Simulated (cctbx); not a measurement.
# What is wrong with this refinement?

Cell a = 9.6580 Å, b = 9.6580 Å, c = 9.6580 Å, α = 90.00°, β = 90.00°, γ = 90.00°; space group I-43d (no. 220). The compound is Nd3Nb4Cd3.

Simulated single-crystal data (cctbx): Mo Kα, λ = 0.71073 Å, to d = 0.65 Å, 50 % of the full sphere, strongest reflection 40000 counts, noise from counting, a 6 % proportional error and a noise floor of 2 counts (s.d.); no absorption, and some extinction, which the refinements don't model.

An isotropic refinement with weights 1/σ² prints:

```text
Rint 0.047, 291 unique reflections to 0.65 A
cycle     R1     wR2    GooF  max shift (A)
   1  0.2375  0.5377  24.027   0.13364
   3  0.0097  0.0236   1.055   0.00000
final R1 0.0097 wR2 0.0236 GooF 1.055  parameters 4  data/parameter 72.8
atom        x        y        z      Ueq    occ   su(xyz)  su(Uiso or U11)
Nd1    0.50000  0.25000  0.12500   0.0027  1.000  0.00000  0.0001
Cd1    0.00000  0.75000  0.12500   0.0036  1.000  0.00000  0.0001
Nb1    0.17357  0.17357  0.17357   0.0040  1.000  0.00002  0.0001
difference map: max 0.91 min -0.47 rms 0.17
Q1    0.0005  0.0005  0.0005   16    0.91  1.29 A from Nb1
Q2    0.9998  0.1194  0.1285   48    0.79  1.81 A from Nb1
Q3    0.0000  0.2500  0.8287   24    0.76  0.45 A from Nd1
Q4    0.9970  0.1186  0.6312   48    0.67  0.97 A from Nb1
Q5    0.9976  0.1314  0.8770   48    0.66  1.15 A from Nd1
Q6    0.9963  0.0000  0.7500   24    0.63  1.24 A from Cd1
```

Q: Accept it or mend it, and why?

It can stand. The set-up had a fault (start far from the minimum), but the refinement still reached the right minimum: R1 = 0.0097, wR2 = 0.0236, GooF = 1.05 against R1 = 0.0097, wR2 = 0.0236, GooF = 1.05 for the right model.

The compound is Nd3Nb4Cd3. The right model at the same level gives:

```text
Rint 0.047, 291 unique reflections to 0.65 A
cycle     R1     wR2    GooF  max shift (A)
   1  0.1909  0.4217  18.843   0.04800
   2  0.0097  0.0236   1.055   0.00000
final R1 0.0097 wR2 0.0236 GooF 1.055  parameters 4  data/parameter 72.8
atom        x        y        z      Ueq    occ   su(xyz)  su(Uiso or U11)
Nd1    0.50000  0.25000  0.12500   0.0027  1.000  0.00000  0.0001
Cd1    0.00000  0.75000  0.12500   0.0036  1.000  0.00000  0.0001
Nb1    0.17357  0.17357  0.17357   0.0040  1.000  0.00002  0.0001
difference map: max 0.91 min -0.47 rms 0.17
Q1    0.0005  0.0005  0.0005   16    0.91  1.29 A from Nb1
Q2    0.9998  0.1194  0.1285   48    0.79  1.81 A from Nb1
Q3    0.0000  0.2500  0.8287   24    0.76  0.45 A from Nd1
Q4    0.9970  0.1186  0.6312   48    0.67  0.97 A from Nb1
Q5    0.9976  0.1314  0.8770   48    0.66  1.15 A from Nd1
Q6    0.9963  0.0000  0.7500   24    0.63  1.24 A from Cd1
```

Isotropic U is held between 0.0001 and 1 Å² by the program, and listed peak heights are interpolated, so they can pass the grid's maximum.

The model was made for the exercise: a known structure type with other elements put in, its volume estimated, not relaxed; displacement parameters are assumed.

[Middle refinement cycles are left out of these outputs.]

[Logs are printed without paths, hosts, clocks, repeated set-up lines and the standing remarks that a program may print on its own settings, such as how far it seeks lower states.]
